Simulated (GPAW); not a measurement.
## Quasiparticle gap of Al2O3 (Corundum) in GPAW

Aim: the G0W0 gap of Al2O3 (Corundum) on PBE, step by step.

Method: PBE and many-body steps on it, plane waves, in GPAW 26.7.0.

**What was measured.**

- Gap 8.7 eV: optical band gap of host from absorption; optical absorption, quoted from earlier work; bulk crystal (high-purity reference sample) (quoted in “Multi-petahertz electron interference in Cr:Al2O3 solid-state material”, 2018, pmc:5906618).

Most raw output is cut from this account.

## 1. Starting point

Symmetry: R-3c, No. 167, trigonal system. Conventional cell: a = 4.760 Å, b = 4.760 Å, c = 12.996 Å, α = 90.00°, β = 90.00°, γ = 120.00°. Al has 6 O at 1.85 to 1.97 Å nearest. Nearest to O lie 4 Al at 1.85 to 1.97 Å. Farther neighbours and most contacts between anions are not listed.

The cell and positions come from the Crystallography Open Database and are kept as given unless a step says otherwise.

## 2. Ground state

This step: GPAW 26.7.0; DFT, PBE, plane waves, PAW.

The ground-state density comes first.

Input file run.py:

```python
import json
import numpy as np
from gpaw.mpi import world
from ase import Atoms
from gpaw import GPAW, PW, FermiDirac

atoms = Atoms(['Al', 'Al', 'Al', 'Al', 'O', 'O', 'O', 'O', 'O', 'O'],
    cell=[[2.3802500000, 1.3742379782, 4.3318666667],
      [-2.3802500000, 1.3742379782, 4.3318666667],
      [0.0000000000, -2.7484759565, 4.3318666667]],
    scaled_positions=[[0.3521600000, 0.3521600000, 0.3521600000],
      [0.1478400000, 0.1478400000, 0.1478400000],
      [0.6478400000, 0.6478400000, 0.6478400000],
      [0.8521600000, 0.8521600000, 0.8521600000],
      [0.5566800000, 0.9433200000, 0.2500000000],
      [0.2500000000, 0.5566800000, 0.9433200000],
      [0.9433200000, 0.2500000000, 0.5566800000],
      [0.4433200000, 0.0566800000, 0.7500000000],
      [0.7500000000, 0.4433200000, 0.0566800000],
      [0.0566800000, 0.7500000000, 0.4433200000]],
    pbc=(True, True, True))
calc = GPAW(mode=PW(600),
    xc='PBE',
    kpts={'size': (6, 6, 6), 'gamma': True},
    occupations=FermiDirac(0.001),
    nbands=-11,
    convergence={'density': 1e-6, 'bands': -3},
    maxiter=100,
    txt='gs.txt')
atoms.calc = calc
res = {'energy': atoms.get_potential_energy()}
kpts = calc.get_ibz_k_points()
res['kpts'] = kpts
res['eigenvalues'] = [calc.get_eigenvalues(kpt=k) for k in range(len(kpts))]
res['n_electrons'] = calc.get_number_of_electrons()
calc.write('gs.gpw')

if world.rank == 0:
    with open('result.json', 'w') as f:
        json.dump(res, f, default=lambda x: x.tolist())
```

Launch:

```sh
$ mpirun -n 4 gpaw python run.py
```

Run time: 59 s. Hardware: 4 MPI ranks of Arm Neoverse V1, shared host; peak memory 0.91 GiB.

This step gave:

- total energy: -75.1515 eV
- gap: 6.226 eV
- k of the valence top: 0, 0, 0
- k of the conduction bottom: 0, 0, 0
- least direct gap: 6.226 eV

The gap is direct, at Γ.

## 3. Bands along the symmetry lines

Levels along a band path, at the cheap level, show where the edges lie and whether the meshes to come will hold them.

Input file run.py:

```python
import json
import numpy as np
from gpaw.mpi import world
from gpaw import GPAW

path = [[0.000000, 0.000000, 0.000000],
    [0.062500, 0.062500, 0.062500],
    [0.125000, 0.125000, 0.125000],
    [0.187500, 0.187500, 0.187500],
    [0.250000, 0.250000, 0.250000],
    [0.312500, 0.312500, 0.312500],
    [0.375000, 0.375000, 0.375000],
    [0.437500, 0.437500, 0.437500],
    [0.500000, 0.500000, 0.500000],
    [0.533280, 0.466720, 0.500000],
    [0.566560, 0.433440, 0.500000],
    [0.599840, 0.400160, 0.500000],
    [0.633120, 0.366880, 0.500000],
    [0.666400, 0.333600, 0.500000],
    [0.699680, 0.300320, 0.500000],
    [0.732960, 0.267040, 0.500000],
    [0.766240, 0.233760, 0.500000],
    [0.500000, -0.233760, 0.233760],
    [0.500000, -0.204540, 0.204540],
    [0.500000, -0.175320, 0.175320],
    [0.500000, -0.146100, 0.146100],
    [0.500000, -0.116880, 0.116880],
    [0.500000, -0.087660, 0.087660],
    [0.500000, -0.058440, 0.058440],
    [0.500000, -0.029220, 0.029220],
    [0.500000, 0.000000, 0.000000],
    [0.437500, 0.000000, 0.000000],
    [0.375000, 0.000000, 0.000000],
    [0.312500, 0.000000, 0.000000],
    [0.250000, 0.000000, 0.000000],
    [0.187500, 0.000000, 0.000000],
    [0.125000, 0.000000, 0.000000],
    [0.062500, 0.000000, 0.000000],
    [0.000000, 0.000000, 0.000000],
    [0.045860, -0.045860, 0.000000],
    [0.091720, -0.091720, 0.000000],
    [0.137580, -0.137580, 0.000000],
    [0.183440, -0.183440, 0.000000],
    [0.229300, -0.229300, 0.000000],
    [0.275160, -0.275160, 0.000000],
    [0.321020, -0.321020, 0.000000],
    [0.366880, -0.366880, -0.000000],
    [0.633120, 0.000000, 0.366880],
    [0.616480, 0.000000, 0.383520],
    [0.599840, 0.000000, 0.400160],
    [0.583200, 0.000000, 0.416800],
    [0.566560, 0.000000, 0.433440],
    [0.549920, 0.000000, 0.450080],
    [0.533280, 0.000000, 0.466720],
    [0.516640, 0.000000, 0.483360],
    [0.500000, 0.000000, 0.500000],
    [0.437500, 0.000000, 0.437500],
    [0.375000, 0.000000, 0.375000],
    [0.312500, 0.000000, 0.312500],
    [0.250000, 0.000000, 0.250000],
    [0.187500, 0.000000, 0.187500],
    [0.125000, 0.000000, 0.125000],
    [0.062500, 0.000000, 0.062500],
    [0.000000, 0.000000, 0.000000]]
calc = GPAW('gs.gpw').fixed_density(kpts=path,
    symmetry='off',
    nbands=34,
    convergence={'bands': 30},
    txt='bands.txt')
res = {}
kpts = calc.get_ibz_k_points()
res['kpts'] = kpts
res['eigenvalues'] = [calc.get_eigenvalues(kpt=k) for k in range(len(kpts))]
res['n_electrons'] = calc.get_number_of_electrons()

if world.rank == 0:
    with open('result.json', 'w') as f:
        json.dump(res, f, default=lambda x: x.tolist())
```

Launch:

```sh
$ mpirun -n 4 gpaw python run.py
```

Elapsed: 62 s, on 4 MPI ranks; peak memory 1 GiB.

Numbers from this step:

* gap: 6.226 eV
* k of the valence top: 0, 0, 0
* k of the conduction bottom: 0, 0, 0
* least direct gap: 6.226 eV

The gap is 6.226 eV, as in the run before at this level.

The electronic bands at the labelled points (eV, zero at the top of the highest filled band):

```
     point  band 21  band 22  band 23  band 24  band 25  band 26  band 27  band 28
         Γ    -0.51    -0.04    -0.04     0.00     6.23     9.15    10.76    11.53
   halfway    -0.52    -0.52    -0.12    -0.12     7.21     9.20    10.60    11.67
         T    -0.39    -0.39    -0.39    -0.39     8.68     8.68    11.10    11.10
   halfway    -0.86    -0.86    -0.54    -0.54     9.38     9.38    10.81    10.81
        H2    -0.85    -0.85    -0.51    -0.51     9.71     9.71    10.13    10.13
jump to H0    -0.85    -0.85    -0.51    -0.51     9.71     9.71    10.13    10.13
   halfway    -0.85    -0.85    -0.32    -0.32     9.38     9.38     9.86     9.86
         L    -0.92    -0.92    -0.28    -0.28     9.48     9.48     9.65     9.65
   halfway    -0.77    -0.46    -0.16    -0.12     7.48    10.06    10.15    10.80
         Γ    -0.51    -0.04    -0.04     0.00     6.23     9.15    10.76    11.53
   halfway    -0.85    -0.54    -0.17    -0.09     7.90     9.78    10.33    10.48
        S0    -0.89    -0.85    -0.57    -0.29     9.51     9.55     9.76    10.21
jump to S2    -0.89    -0.85    -0.57    -0.29     9.51     9.55     9.76    10.21
   halfway    -0.96    -0.85    -0.74    -0.27     9.61     9.80     9.80    10.24
         F    -1.03    -0.92    -0.74    -0.26     9.63     9.74     9.94    10.41
   halfway    -0.97    -0.60    -0.26    -0.17     7.74    10.13    10.17    10.76
         Γ    -0.51    -0.04    -0.04     0.00     6.23     9.15    10.76    11.53
```

## 4. Empty states on the mesh, 4×4×4 mesh, 203 bands

The sums over transitions need many empty states on a uniform mesh; this step solves for them.

Input file run.py:

```python
import json
import numpy as np
from gpaw.mpi import world
from gpaw import GPAW

calc = GPAW('gs.gpw').fixed_density(kpts={'size': (4, 4, 4), 'gamma': True},
    parallel={'domain': 1, 'band': 1},
    txt='nscf.txt')
calc.diagonalize_full_hamiltonian(nbands=203)
calc.write('full.gpw', mode='all')
res = {}
kpts = calc.get_ibz_k_points()
res['kpts'] = kpts
res['eigenvalues'] = [calc.get_eigenvalues(kpt=k) for k in range(len(kpts))]
res['n_electrons'] = calc.get_number_of_electrons()

if world.rank == 0:
    with open('result.json', 'w') as f:
        json.dump(res, f, default=lambda x: x.tolist())
```

Launch:

```sh
$ mpirun -n 4 gpaw python run.py
```

Run time: 2 min. Hardware: 4 MPI ranks; peak memory 3.6 GiB.

Numbers from this step:

```
gap                                                           : 6.226 eV
k of the valence top                                          : 0, 0, 0
k of the conduction bottom                                    : 0, 0, 0
least direct gap                                              : 6.226 eV
k points computed                                             : 14
lowest point of the top converged band, above the valence top : 85.4267 eV
```

On this mesh the gap is 6.226 eV.

## 5. Screening and self-energy, 4×4×4 mesh, 193 bands, screening to 100 eV

Now the one-shot GW correction: screening in the RPA, then the self-energy of the levels asked for.

This step: G0W0 on PBE, plane waves, PAW.

Input file run.py:

```python
import json
import numpy as np
from gpaw.mpi import world
from gpaw.response.g0w0 import G0W0

gw = G0W0('full.gpw',
    filename='gw',
    kpts=[0],
    bands=(22, 26),
    ecut=100,
    nbands=193,
    integrate_gamma='WS',
    ppa=True)
gw.calculate()
res = {mode: {k: v for k, v in r.items() if k != 'sigma_eskwn'}
       for mode, r in gw.all_results.items()}

if world.rank == 0:
    with open('result.json', 'w') as f:
        json.dump(res, f, default=lambda x: x.tolist())
```

Launch:

```sh
$ mpirun -n 4 gpaw python run.py
```

Elapsed: 6.1 min, on 4 MPI ranks; peak memory 1.9 GiB.

Numbers from this step:

* G0W0 gap on the points computed: 8.697 eV
* least direct G0W0 gap on the computed points: 8.697 eV
* Z at the valence top: 0.8176
* Z at the conduction bottom: 0.8567
* starting gap on the mesh: 6.226 eV
* k of the valence top: 0, 0, 0
* k of the conduction bottom: 0, 0, 0

The gap on the mesh goes from 6.23 eV to 8.70 eV, a correction of +2.47 eV.

Limits: finite bands, cutoff and mesh. v1 is the top filled band, c1 the lowest empty one. Levels before and after the correction, in eV, zero at the valence-band top of each column:

```
           conduction bottom  valence top
Kohn-Sham               6.23         0.00
     G0W0               8.70         0.00
```

```
           level  energy (eV)
Kohn-Sham   Γ v2       -0.042
Kohn-Sham   Γ v1        0.000
Kohn-Sham   Γ c1        6.226
Kohn-Sham   Γ c2        9.151
     G0W0   Γ v2       -0.055
     G0W0   Γ v1        0.000
     G0W0   Γ c1        8.697
     G0W0   Γ c2       11.601
```

## 6. Where the time went

Times are wall times on 4 MPI ranks of Arm Neoverse V1, shared host, good to a factor of about two.

```
                          step     time  share  memory (GiB)
                  ground state     59 s   10 %          0.91
bands along the symmetry lines     62 s   10 %           1.0
      empty states on the mesh    2 min   20 %           3.6
     screening and self-energy  6.1 min   60 %           1.9
```

## 7. What came out

```
PBE gap              : 6.23 eV, direct
G0W0 gap on the mesh : 8.70 eV
GW settings          : 4×4×4 mesh, 193 bands, screening to 100 eV, Godby-Needs plasmon pole
known limits         : not at the basis limit
```

In words: G0W0 moves the gap on the mesh from 6.23 eV to 8.70 eV (+2.47 eV), with Z of 0.82 and 0.86 at the edges. Only 1 of the mesh's irreducible points was corrected, so a valley elsewhere could overtake. The dearest step here is «screening and self-energy». Against experiment, by G0W0@PBE: the gap of 8.70 eV lies −0.003 eV from the measured 8.7 eV (optical, quoted 2018). An exciton line or allowed optical edge lies below the quasiparticle gap by the binding energy; a forbidden edge can push the onset above it. The calculation has static nuclei and no excitons; a measured gap holds zero-point and thermal motion, which mostly lowers it. Bands and cutoff are finite, so the gap is not at the basis limit. The miss can reach some tenths of an eV and take either sign; the mesh is an error of its own. These stock PAW sets were not made for GW. In the G0W0 run levels were corrected at 1 k point alone, so a gap called «on the mesh» is the least over those, and an edge elsewhere would be missed.

[Paths, hosts, dates, memory and timing lines, banners, echoed tables and standing remarks are left out of the program output.]

[Logs are printed without paths, hosts, clocks, repeated set-up lines and the standing remarks that a program may print on its own settings, such as how far it seeks lower states.]

[Runs of the session that timed out or met a known fault of the program may be left out.]

[Hosts, paths, dates, database ids (printed as entryN), source tags and the programs' standing remarks are cut or masked in the printed files.]
